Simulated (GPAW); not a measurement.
# NaMgF3 (Pm-3m): the Mg K absorption edge, part 2 of 2

Aim: the near-edge shape at the Mg K edge of NaMgF3 (Pm-3m), and what the core hole does to it.

GPAW 26.7.0; X-ray absorption from dipole matrix elements to empty bands, plane-wave PAW LDA.

So far. Step 5 (Spectrum with FCH, Mg atom 1): The hole costs E(hole) − E(ground) = 1304.68 eV, and the lowest empty level of the hole cell on the spectrum's mesh lies at 4.32 eV, which puts the zero at 1308.99 eV. One term is added: -12.89 eV, since the hole is spin-paired here and a spin-polarised one costs that much less in the free atom (computed apart). The photon energy is then 1296.10 eV. The tabulated edge of the element is 1303 eV.

### 8. Spectrum with FCH, Mg atom 1

This attempt departs from the first core-hole run: k mesh of the field to 1×1×1.

The input, xas.py:

```python
import numpy as np
from ase import Atoms
from ase.parallel import parprint, paropen
from gpaw import GPAW, PW, FermiDirac, Mixer, MixerDif, setup_paths
from gpaw.test import gen
setup_paths.insert(0, '.')
gen('Mg', name='fch1s', xcname='LDA', corehole=(1, 0, 1), write_xml=True)
from gpaw.mpi import world
world.barrier()

atoms = Atoms('Mg4Na4F12',
    cell=[[3.950839, 3.950839, 3.950839],
     [-3.950839, 3.950839, -3.950839],
     [-3.950839, -3.950839, 3.950839]],
    scaled_positions=[[0.5, 0, 0],
     [0.5, 0.5, 0.5],
     [0, 0, 0.5],
     [0, 0.5, 0],
     [0, 0, 0],
     [0, 0.5, 0.5],
     [0.5, 0, 0.5],
     [0.5, 0.5, 0],
     [0.5, 0.25, 0.25],
     [0.5, 0.75, 0.75],
     [0, 0.25, 0.75],
     [0, 0.75, 0.25],
     [0.25, 0.75, 0],
     [0.25, 0.25, 0.5],
     [0.75, 0.75, 0.5],
     [0.75, 0.25, 0],
     [0.25, 0, 0.75],
     [0.25, 0.5, 0.25],
     [0.75, 0, 0.25],
     [0.75, 0.5, 0.75]],
    pbc=True)
atoms.calc = calc = GPAW(legacy_gpaw=True, mode=PW(500), xc='LDA', setups={0: 'fch1s'},
    kpts={'size': (1, 1, 1), 'gamma': True}, occupations=FermiDirac(0.02),
    charge=0, mixer=Mixer(0.1, 5, 50), maxiter=150,
    convergence={'density': 0.0001}, txt='scf.txt')
energy = atoms.get_potential_energy() + calc.get_reference_energy()
ef = calc.get_fermi_level()
out = dict(energy=energy, fermi=ef, forces=atoms.get_forces().tolist())
parprint(f'all-electron energy {energy:.4f} eV, Fermi level {ef:.4f} eV')
ev = np.array([[calc.get_eigenvalues(k, s) for k in range(len(calc.get_ibz_k_points()))] for s in range(calc.get_number_of_spins())])
out['homo'], out['lumo'], out['counts'] = ev[ev < ef].max(), ev[ev > ef].min(), sorted(set((ev < ef).sum((0, 2)).tolist()))
out['filled'] = (ev[:, 0] < ef).sum(1).tolist()

from ase.units import Ha
from gpaw.xas import dipole_matrix_elements
nb = int(calc.get_number_of_electrons() / 2) + 149
top, nb = nb, nb + 8 + nb // 12
nscf = calc.fixed_density(kpts={'size': (3, 3, 3), 'gamma': True}, nbands=nb,
    convergence={'bands': top, 'eigenstates': 1e-5}, maxiter=60, txt='nscf.txt')
cell = atoms.cell.array
ops = [cell.T @ U.T @ np.linalg.inv(cell.T) for U in nscf.wfs.kd.symmetry.op_scc]
filled = [76]  # bands filled in the ground state, by spin
E = np.arange(-6, 34, 0.1)
fwhm = np.interp(E, [4, 25], [0.9, 3.5])
Y, X, zero, highest = 0, 0, 1e9, 1e9
for spin in range(nscf.get_number_of_spins()):
    wfs = nscf.wfs
    A = dipole_matrix_elements(wfs.setups[0])
    eps = np.zeros((wfs.kd.nibzkpts, nb))
    d = np.zeros((3, A.shape[1], wfs.kd.nibzkpts, nb), complex)
    for kpt in wfs.kpt_u:
        if kpt.s == spin and 0 in kpt.P_ani:
            eps[kpt.k] = kpt.eps_n * Ha
            d[:, :, kpt.k] = (kpt.weight * wfs.nspins / 2) ** 0.5 * np.inner(A, kpt.P_ani[0])
    world.sum(eps)
    world.sum(d)
    T = np.einsum('amkn,bmkn->abkn', d, d.conj()).real
    T = sum(np.einsum('ai,ijkn,bj->abkn', R, T, R) for R in ops) / len(ops)
    empty = np.ones_like(eps, bool) & (np.arange(nb) >= filled[spin])
    zero, highest = min(zero, eps[empty].min()), min(highest, eps[:, top - 1].min())
    lines = [(eps, T, empty)] if spin == 0 else lines + [(eps, T, empty)]
for eps, T, empty in lines:
    f = np.einsum('aakn->akn', T).reshape(3, -1)
    x = eps.ravel() - zero
    w = np.interp(x, E, fwhm) / 2.35482
    g = np.exp(-0.5 * ((E[:, None] - x) / w) ** 2) / (w * (2 * np.pi) ** 0.5)
    Y = Y + (f * empty.ravel()) @ g.T
    X = X + (f * ~empty.ravel()) @ g.T
out.update(E=E.round(2).tolist(), xas=Y.tolist(), xes=X.tolist(), zero=zero, valid=highest - zero, nk=len(eps), nb=nb)
for i in range(0, len(E), 10):
    parprint(f'{E[i]:7.2f}', *(f'{v:10.3e}' for v in Y[:, i]))
import json
with paropen('out.json', 'w') as f:
    json.dump(out, f)
```

On the command line:

```console
OMP_NUM_THREADS=1 mpirun -n 4 gpaw python xas.py
```

The job ended after 1.7 min (4 MPI ranks of Arm Neoverse V1, shared host; peak memory 0.36 GiB).

The run finished. A setting was moved off its sound value on purpose, so it serves as a test and not as the result.

The fault put into the input: the field is made at the zone centre alone.

This run also has another mesh (3×3×3 against 4×4×4), so the 8 % r.m.s. difference can't be laid on the changed setting alone. The highest intensity below 16 eV goes from 8.5 eV (3.18) to 8.6 eV (2.97).

| E (eV) | first run | this run |
| --- | --- | --- |
| -2.0 | 0.00 | 0.00 |
| -0.5 | 0.00 | 0.00 |
| 1.0 | 0.01 | 0.01 |
| 2.5 | 0.21 | 0.25 |
| 4.0 | 0.67 | 0.77 |
| 5.5 | 2.14 | 2.23 |
| 7.0 | 1.69 | 1.59 |
| 8.5 | 3.18 | 2.96 |
| 10.0 | 1.10 | 1.11 |
| 11.5 | 0.54 | 0.54 |
| 13.0 | 0.88 | 0.88 |
| 14.5 | 1.05 | 1.07 |
| 16.0 | 1.03 | 1.01 |
| 17.5 | 0.58 | 0.61 |
| 19.0 | 0.28 | 0.27 |
| 20.5 | 0.18 | 0.18 |
| 22.0 | 0.20 | 0.20 |
| 23.5 | 0.27 | 0.28 |
| 25.0 | 0.42 | 0.42 |
| 26.5 | 0.63 | 0.61 |
| 28.0 | 0.74 | 0.76 |
| 29.5 | 0.72 | 0.74 |
| 31.0 | 0.64 | 0.62 |

### 9. With and without the hole

Both curves are counted from their own zero, so only the shift of weight within the empty states shows.

| E (eV) | no hole | FCH |
| --- | --- | --- |
| -2.0 | 0.00 | 0.00 |
| -1.0 | 0.00 | 0.00 |
| 0.0 | 0.00 | 0.00 |
| 1.0 | 0.01 | 0.01 |
| 2.0 | 0.04 | 0.08 |
| 3.0 | 0.07 | 0.33 |
| 4.0 | 0.10 | 0.67 |
| 5.0 | 0.24 | 1.42 |
| 6.0 | 0.42 | 2.39 |
| 7.0 | 0.40 | 1.69 |
| 8.0 | 0.53 | 2.72 |
| 9.0 | 0.82 | 2.71 |
| 10.0 | 1.81 | 1.10 |
| 11.0 | 2.24 | 0.58 |
| 12.0 | 1.47 | 0.62 |
| 13.0 | 1.21 | 0.88 |
| 14.0 | 1.21 | 0.99 |
| 15.0 | 1.41 | 1.11 |
| 16.0 | 1.91 | 1.03 |
| 17.0 | 2.26 | 0.73 |
| 18.0 | 2.03 | 0.46 |
| 19.0 | 1.36 | 0.28 |
| 20.0 | 0.73 | 0.19 |
| 21.0 | 0.42 | 0.18 |
| 22.0 | 0.31 | 0.20 |
| 23.0 | 0.30 | 0.24 |
| 24.0 | 0.32 | 0.31 |
| 25.0 | 0.38 | 0.42 |
| 26.0 | 0.49 | 0.57 |
| 27.0 | 0.63 | 0.68 |
| 28.0 | 0.76 | 0.74 |
| 29.0 | 0.86 | 0.73 |
| 30.0 | 0.93 | 0.70 |
| 31.0 | 1.00 | 0.64 |
| 32.0 | 1.04 | 0.55 |

With each curve scaled to its own mean, the area from −2 to 6 eV with the hole is 3.7 against 0.7, and the centre of weight from −1 to 20 eV moves by -3.9 eV: the hole pulls the absorber's empty states down.

### 10. Outcome

```
absorber and edge                               : Mg K, atom 1 of the ground-state input (counted from 1)
surroundings                                    : 6 F at 1.98 Å (octahedral, site symmetry m-3m)
highest intensity below 16 eV                   : 8.5 eV above the zero, height 3.18
photon energy of the zero, with the added terms : 1296.1 eV (raw 1309.0 eV; LDA puts this hole about 6 eV below PBE, itself good to a few eV)
```

In words: The Mg K edge of atom 1, with 6 F at 1.98 Å (octahedral, site symmetry m-3m), has its highest intensity of the first 16 eV at 8.5 eV above the zero, near 1305 eV in photon energy (LDA puts this hole about 6 eV below PBE, itself good to a few eV), 3.2 times the mean level of the first 20 eV (Gaussian full width 0.9 eV up to 4 eV, rising linearly to 3.5 eV at 25 eV). With each curve scaled to its own mean, the area from −2 to 6 eV with the hole is 3.7 against 0.7, and the centre of weight from −1 to 20 eV moves by -3.9 eV: the hole pulls the absorber's empty states down. Changing the core hole from full to half alters the shape by 59 % r.m.s., so the choice matters here. The mesh is coarse (0.28 Å⁻¹ between points), so small maxima may be mesh ripples. Lifetime broadening is put in by hand, and intensities beyond about 20 eV depend on it and on the partial waves; weight that the partial waves miss at high energy is lost. The structure is a computed Materials Project entry and may be a hypothetical form.

[Logs are printed without paths, hosts, clocks, repeated set-up lines and the standing remarks that a program may print on its own settings, such as how far it seeks lower states.]

[Hosts, paths, dates, database ids (printed as entryN), source tags and the programs' standing remarks are cut or masked in the printed files.]

[Lists of maxima count a maximum above −3 eV only where it reaches 4 % of the highest in the window and stands out from its surroundings by 2 % of it (1.5 % where it reaches 55 %); shoulders and weaker maxima are passed over, and of the rest the first, up to two pre-edge ones and the few strongest are named.]
